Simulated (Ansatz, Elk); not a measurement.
# Bonding as seen by X-rays: Cr2Cu

The structure of Cr2Cu used here is made up (a known structure type with other elements) and was relaxed beforehand with PBE. The aim is the Fourier transform of its all-electron density, F(hkl), set beside the sum over free spherical atoms that refinements use.

Method: DFT, PBE, all-electron APW+lo, Dirac cores, scalar-relativistic bands, static density, no spin, in Elk 11.2.3 (patched build).

The structure was built from a prototype and need not be the compound's stable phase.

## Step 1: Set-up

It takes space group P-3m1 (No. 164, trigonal). Conventional cell: a = 2.490 Å, b = 2.490 Å, c = 6.626 Å, α = 90.00°, β = 90.00°, γ = 120.00°. Nearest to Cu lie 6 Cu at 2.49 Å and 6 Cr at 2.64 Å. Nearest to Cr lie 9 Cr at 2.49 to 2.63 Å and 3 Cu at 2.64 Å. Farther neighbours are not listed.

As a file:

```cif
data_structure
_symmetry_space_group_name_H-M 'P 1'
_symmetry_Int_Tables_number 1
_cell_length_a 2.4905
_cell_length_b 2.4905
_cell_length_c 6.6261
_cell_angle_alpha 90.000
_cell_angle_beta 90.000
_cell_angle_gamma 120.000
_cell_volume 35.59
loop_
_atom_site_label
_atom_site_type_symbol
_atom_site_fract_x
_atom_site_fract_y
_atom_site_fract_z
_atom_site_occupancy
Cu1 Cu 0.00000 0.00000 0.00000 1
Cr2 Cr 0.66667 0.33333 0.33355 1
Cr3 Cr 0.33333 0.66667 0.66645 1
```

## Step 2: Ground state and structure factors

An all-electron density is needed, since X-rays see the cores too. Task 0 finds the density and task 195 Fourier-transforms it; tshift is off so that phases refer to the origin typed.

elk.in reads:

```
tasks
  0
  195

xctype
  20

spinpol
  .false.

rgkmax
  7.0

gmaxvr
  14.0

lmaxo
  7

lmaxapw
  8

swidth
  0.002

tshift
  .false.

ramdisk
  .false.

hmaxvr
  5.5

maxscl
  120

epspot
  1e-06

sppath
  './'

avec
  4.70628423574 0.00000000000 0.00000000000
  -2.35314211787 4.07576170558 0.00000000000
  0.00000000000 0.00000000000 12.52153726838

atoms
  2
  'Cu.in'
  1
  0.0000000000 0.0000000000 -0.0000000000   0.000000 0.000000 0.000000
  'Cr.in'
  2
  0.6666666667 0.3333333333 0.3335533999   0.000000 0.000000 0.000000
  0.3333333333 0.6666666667 0.6664466001   0.000000 0.000000 0.000000

ngridk
  10 10 4
```

Launch:

```
$ OMP_NUM_THREADS=4 elk
```

Numbers of over 12 decimals in the logs are rounded to 6 here.

Log:

```text
┌─────────────────────────┐
│ Elk code version 11.2.3 │
└─────────────────────────┘

All units are atomic (Hartree, Bohr, etc.)

┌─────────────────────────────────────────────────┐
│ Ground-state run starting from atomic densities │
└─────────────────────────────────────────────────┘

Lattice vectors :
   4.706284236       0.000000000       0.000000000
  -2.353142118       4.075761706       0.000000000
   0.000000000       0.000000000       12.52153727

Reciprocal lattice vectors :
   1.335062863      0.7707989035      -0.000000000
   0.000000000       1.541597807       0.000000000
   0.000000000      -0.000000000      0.5017902493

Unit cell volume      :    240.1842846
Brillouin zone volume :    1.032749557

Muffin-tin inner radius fraction :   0.1000000000E-01

Nuclei treated as point charges

Species : 1 (Cu)
 parameters loaded from : Cu.in
 name : copper
 nuclear charge    :   -29.00000000
 electronic charge :    29.00000000
 atomic mass :    115837.2717
 muffin-tin radius :    2.328142118
 number of radial points in muffin-tin :    993
 inner part over the whole radius :   0.9982003850E-02
 number on inner part of muffin-tin    :    701
 approximate nuclear radius :   0.7406004541E-04
 number of mesh points to nuclear radius :    337
 atomic positions (lattice), magnetic fields (Cartesian) :
  1 :   0.00000000  0.00000000  0.00000000    0.00000000  0.00000000  0.00000000

Species : 2 (Cr)
 parameters loaded from : Cr.in
 name : chromium
 nuclear charge    :   -24.00000000
 electronic charge :    24.00000000
 atomic mass :    94783.09202
 muffin-tin radius :    2.328142118
 number of radial points in muffin-tin :    993
 inner part over the whole radius :   0.9947007042E-02
 number on inner part of muffin-tin    :    699
 approximate nuclear radius :   0.6987106690E-04
 number of mesh points to nuclear radius :    329
 atomic positions (lattice), magnetic fields (Cartesian) :
  1 :  -0.33333333  0.33333333  0.33355340    0.00000000  0.00000000  0.00000000
  2 :   0.33333333 -0.33333333 -0.33355340    0.00000000  0.00000000  0.00000000

Total number of atoms per unit cell :    3
Total muffin-tin volume :    158.5763170
 ratio of muffin-tin to unit cell volume :   0.6602276967

Spin treatment :
 spin-unpolarised

Number of Bravais lattice symmetries :   24
Number of crystal symmetries         :   12
Crystal has inversion symmetry
Real symmetric eigensolver will be used

k-point grid :     10    10     4
k-point offset :    0.000000000       0.000000000       0.000000000
k-point set is reduced with full crystal symmetry group
Total number of k-points :       50

Muffin-tin radius times maximum |G+k| :    7.000000000
 using average radius
Maximum |G+k| for APW functions       :    3.006689302
Maximum (1/2)|G+k|²                   :    4.520090280
Maximum |G| for potential and density :    14.00000000
Constant for pseudocharge density :    8
 order of it for each species :   15  15
 order of it for pair densities of each species (exact exchange by exxq0 0: 16) :   10  10
Radial integration step length :    1

G-vector grid sizes :     21    21    56
Number of G-vectors :    11167

Maximum angular momentum used for
 APW functions            :    8
 outer part of muffin-tin :    7
 inner part of muffin-tin :    2

Total nuclear charge    :   -77.00000000
Total core charge       :    32.00000000
Total valence charge    :    45.00000000
Total excess charge     :    0.000000000
Total electronic charge :    77.00000000

Effective Wigner radius, rₛ :   0.9064038699

Number of empty states         :     12
Total number of valence states :     35
Total number of core states    :     32

Third-order local-orbitals added for an l without core states : T
Total number of local-orbitals :     68

Exchange-correlation functional :     20     0     0
 Perdew-Burke-Ernzerhof, Phys. Rev. Lett. 77, 3865 (1996)
 gradient requirement :    1
 generalised gradient approximation (GGA)

Smearing type :    3
 Fermi-Dirac
Smearing width :   0.2000000000E-02
[...]
exchange                    :     -159.60522315901
 correlation                 :     -3.594322
 electron entropic           :    -0.11387893725366E-02
 total energy                :     -3755.9056260768

Density of states at Fermi energy :    87.87556199
 (states/Hartree/unit cell)

Estimated indirect band gap :   0.1046510035E-02
 from k-point 2 to k-point 48
Estimated direct band gap   :   0.9708496443E-02
 at k-point 20

Charges :
 core                        :    32.00000000
 valence                     :    45.00000000
 interstitial                :    3.997184186
 muffin-tins (core leakage)
  species : 1 (Cu)
   atom 1                    :    27.35076881     (  0.2665445540E-03)
  species : 2 (Cr)
   atom 1                    :    22.82602350     ( -0.2217177819E-06)
   atom 2                    :    22.82602350     ( -0.2217177819E-06)
 total in muffin-tins        :    73.00281581
 total calculated charge     :    76.99727511
 total charge                :    77.00000000
 error                       :   0.2724894291E-02

RMS change in Kohn-Sham potential (target) :   0.7054788870     (  0.1000000000E-05)
Absolute change in total energy (target)   :   0.3493223504E-01 (  0.1000000000E-03)

[... loops 3 to 18 left out ...]

┌──────────────────┐
│ Loop number : 19 │
└──────────────────┘

Energies :
 Fermi                       :     0.335562
 sum of occupied eigenvalues :     -2167.9453589769
 electron kinetic            :      3809.2577007850
 core electron kinetic       :      3424.2354196042
 Coulomb                     :     -7400.8065951423
 Coulomb potential           :     -5762.7515318077
 nuclear-nuclear             :     -661.44641532818
 electron-nuclear            :     -7742.2221942741
 Hartree                     :      1002.8620144600
 Madelung                    :     -4519.4308292385
 xc potential                :     -214.45152795411
 exchange                    :     -161.62400441646
 correlation                 :     -3.590088
 electron entropic           :    -0.10025288992758E-02
 total energy                :     -3756.7639897518

Density of states at Fermi energy :    77.20806431
 (states/Hartree/unit cell)

Estimated indirect band gap :   0.6646332477E-03
 from k-point 28 to k-point 46
Estimated direct band gap   :   0.3565213461E-02
 at k-point 38

Charges :
 core                        :    32.00000000
 valence                     :    45.00000000
 interstitial                :    3.187936686
 muffin-tins (core leakage)
  species : 1 (Cu)
[...]
species : 2 (Cr)
[...]
total in muffin-tins        :    73.81206331
 total calculated charge     :    76.99746374
 total charge                :    77.00000000
 error                       :   0.2536263502E-02

RMS change in Kohn-Sham potential (target) :   0.5735011760E-06 (  0.1000000000E-05)
Absolute change in total energy (target)   :   0.2435108763E-04 (  0.1000000000E-03)

Convergence targets achieved

┌──────────────────┐
│ Loop number : 20 │
└──────────────────┘

Energies :
 Fermi                       :     0.335562
 sum of occupied eigenvalues :     -2167.9453473689
 electron kinetic            :      3809.2577068477
 core electron kinetic       :      3424.2354237596
 Coulomb                     :     -7400.8065925543
 Coulomb potential           :     -5762.7515284955
 nuclear-nuclear             :     -661.44641532818
 electron-nuclear            :     -7742.2221929615
 Hartree                     :      1002.8620157354
 Madelung                    :     -4519.4308283065
 xc potential                :     -214.45152572107
 exchange                    :     -161.62400427951
 correlation                 :     -3.590088
 electron entropic           :    -0.10025286677238E-02
 total energy                :     -3756.7639809535

Density of states at Fermi energy :    77.20804145
 (states/Hartree/unit cell)

Estimated indirect band gap :   0.6646327910E-03
 from k-point 28 to k-point 46
Estimated direct band gap   :   0.3565215749E-02
 at k-point 38

Charges :
 core                        :    32.00000000
 valence                     :    45.00000000
 interstitial                :    3.187936525
 muffin-tins (core leakage)
  species : 1 (Cu)
   atom 1                    :    28.22410846     (  0.2357975996E-03)
  species : 2 (Cr)
   atom 1                    :    22.79397751     ( -0.2217218551E-06)
   atom 2                    :    22.79397751     ( -0.2217218551E-06)
 total in muffin-tins        :    73.81206348
 total calculated charge     :    76.99746374
 total charge                :    77.00000000
 error                       :   0.2536263692E-02

┌──────────────────────────────┐
│ Self-consistent loop stopped │
└──────────────────────────────┘

Warning : core states of species 1 leak from the muffin-tin :   0.2357975996E-03

Wrote STATE.OUT
```

Run time: 14 s. Hardware: 4 threads of Intel Xeon Platinum 8375C at 2.90GHz (Ice Lake), shared host; peak memory 0.16 GiB.

SFACRHO.OUT:

```text

h k l indices transformed by vhmat matrix:
   1.000000000       0.000000000       0.000000000    
   0.000000000       1.000000000       0.000000000    
   0.000000000       0.000000000       1.000000000    

      h      k      l  multipl.   |H|            Re(F)            Im(F)           |F|

      0      0      0      1   0.0000000       77.000000     -0.74800617E-17   77.000000    
      0      0     -1      2  0.50179025       5.0783798      -0.0000000       5.0783798    
      0      0      2      2   1.0035805       5.4308127      -0.0000000       5.4308127    
      0      0      3      2   1.5053707       56.312967      -0.0000000       56.312967    
      0     -1      0      6   1.5415978       5.2369138     -0.33332265E-14   5.2369138    
      0      1      1      6   1.6212086       5.2494641     -0.33332265E-14   5.2494641    
      1      0      1      6   1.6212086       54.291704     -0.72588820E-14   54.291704    
     -1      1      2      6   1.8394830       4.8877583      -0.0000000       4.8877583    
      0     -1     -2      6   1.8394830       51.153653      0.13690968E-13   51.153653    
      0      0     -4      2   2.0071610       4.6087432      -0.0000000       4.6087432    
     -1      0     -3      6   2.1546844       4.7683277      -0.0000000       4.7683277    
      0     -1     -3      6   2.1546844       4.6118843      -0.0000000       4.6118843    
      0      0     -5      2   2.5089512       4.3147856      -0.0000000       4.3147856    
      0      1      4      6   2.5308534       4.4180133      -0.0000000       4.4180133    
      1      0      4      6   2.5308534       42.438575     -0.65102081E-17   42.438575    
      1      1      0      6   2.6701257       40.830893     -0.54464491E-14   40.830893    
     -2      1     -1     12   2.7168667       4.0939399      -0.0000000       4.0939399    
     -1      2      2     12   2.8524981       4.0506524      0.99996796E-14   4.0506524
```

Elk indexes on the primitive cell of elk.in and gives |H| = 4π sin θ/λ in inverse bohr. Below, one row stands for each form hkl of the conventional cell (m members, Friedel mates merged), F is for one primitive cell and the density is static (no thermal factor). Free-atom factors are Waasmaier and Kirfel's, and R is Σm||F|−|F'||/Σm|F|.

| hkl | m | sin θ/λ (Å⁻¹) | abs F, DFT | neutral atoms | diff. |
| --- | --- | --- | --- | --- | --- |
| 001 | 2 | 0.075 | 5.078 | 5.170 | -0.092 |
| 002 | 2 | 0.151 | 5.431 | 5.437 | -0.006 |
| 003 | 2 | 0.226 | 56.313 | 57.281 | -0.968 |
| 100 | 6 | 0.232 | 5.237 | 5.195 | +0.042 |
| 011 | 6 | 0.244 | 5.250 | 5.197 | +0.052 |
| 101 | 6 | 0.244 | 54.292 | 55.461 | -1.170 |
| 102 | 6 | 0.277 | 4.888 | 4.953 | -0.065 |
| 012 | 6 | 0.277 | 51.154 | 52.106 | -0.952 |
| 004 | 2 | 0.302 | 4.609 | 4.762 | -0.153 |
| 103 | 6 | 0.324 | 4.768 | 4.882 | -0.114 |
| 013 | 6 | 0.324 | 4.612 | 4.677 | -0.065 |
| 005 | 2 | 0.377 | 4.315 | 4.589 | -0.274 |
| 014 | 6 | 0.381 | 4.418 | 4.535 | -0.117 |
| 104 | 6 | 0.381 | 42.439 | 42.531 | -0.093 |
| 110 | 6 | 0.402 | 40.831 | 40.845 | -0.014 |
| 111 | 12 | 0.409 | 4.094 | 4.185 | -0.091 |
| 112 | 12 | 0.429 | 4.051 | 4.121 | -0.070 |
| 105 | 6 | 0.443 | 3.778 | 3.828 | -0.050 |

## Step 3: The highest occupied states alone

An energy window below the Fermi level keeps the highest occupied states, to see at which angles they scatter; shallow core shells can lie inside it and anion s states outside. No new self-consistency is needed.

elk.in: that of step 2 with these lines changed.

```diff
@@ -1,3 +1,2 @@
 tasks
-  0
   195
@@ -40,2 +39,5 @@
 
+wsfac
+  -0.031930 0.635560
+
 sppath
```

Launch:

```
$ OMP_NUM_THREADS=4 elk
```

Log:

```text
┌─────────────────────────────────┐
│ Elk code version 11.2.3 started │
└─────────────────────────────────┘

Info(readinput): the functional depends on the density's gradient
 muffin-tin radial points multiplied by    2.00000
 (not where nrmtscf is given)

┌────────────────────┐
│ Current task : 195 │
└────────────────────┘
Info(checkmt): changed muffin-tin radius of species 1 (Cu) from   2.4000 to   2.3281
Info(checkmt): changed muffin-tin radius of species 2 (Cr) from   2.4000 to   2.3281

Info(sfacrho): density structure factors written to SFACRHO.OUT

 Energy window :  -0.3193000000E-01  0.6355600000

┌──────────────────┐
│ Elk code stopped │
└──────────────────┘
```

Elapsed: 2.4 s, on 4 threads; peak memory 0.16 GiB.

States within 10 eV below the Fermi level hold 23.00 electrons; any levels below the window count with the cores. Their amplitudes can exceed the total, where window and core parts have opposite phase:

| hkl | sin θ/λ (Å⁻¹) | abs F, window | abs F, all |
| --- | --- | --- | --- |
| 001 | 0.075 | 4.977 | 5.078 |
| 002 | 0.151 | 4.829 | 5.431 |
| 003 | 0.226 | 9.935 | 56.313 |
| 100 | 0.232 | 4.211 | 5.237 |
| 011 | 0.244 | 4.114 | 5.250 |
| 101 | 0.244 | 8.915 | 54.292 |
| 102 | 0.277 | 3.670 | 4.888 |
| 012 | 0.277 | 7.711 | 51.154 |
| 004 | 0.302 | 3.325 | 4.609 |
| 103 | 0.324 | 3.159 | 4.768 |

(Continued in part 2 of 2.)

[Logs are printed without paths, hosts, clocks, repeated set-up lines and the standing remarks that a program may print on its own settings, such as how far it seeks lower states.]

[Hosts, paths, dates, database ids (printed as entryN), source tags and the programs' standing remarks are cut or masked in the printed files.]
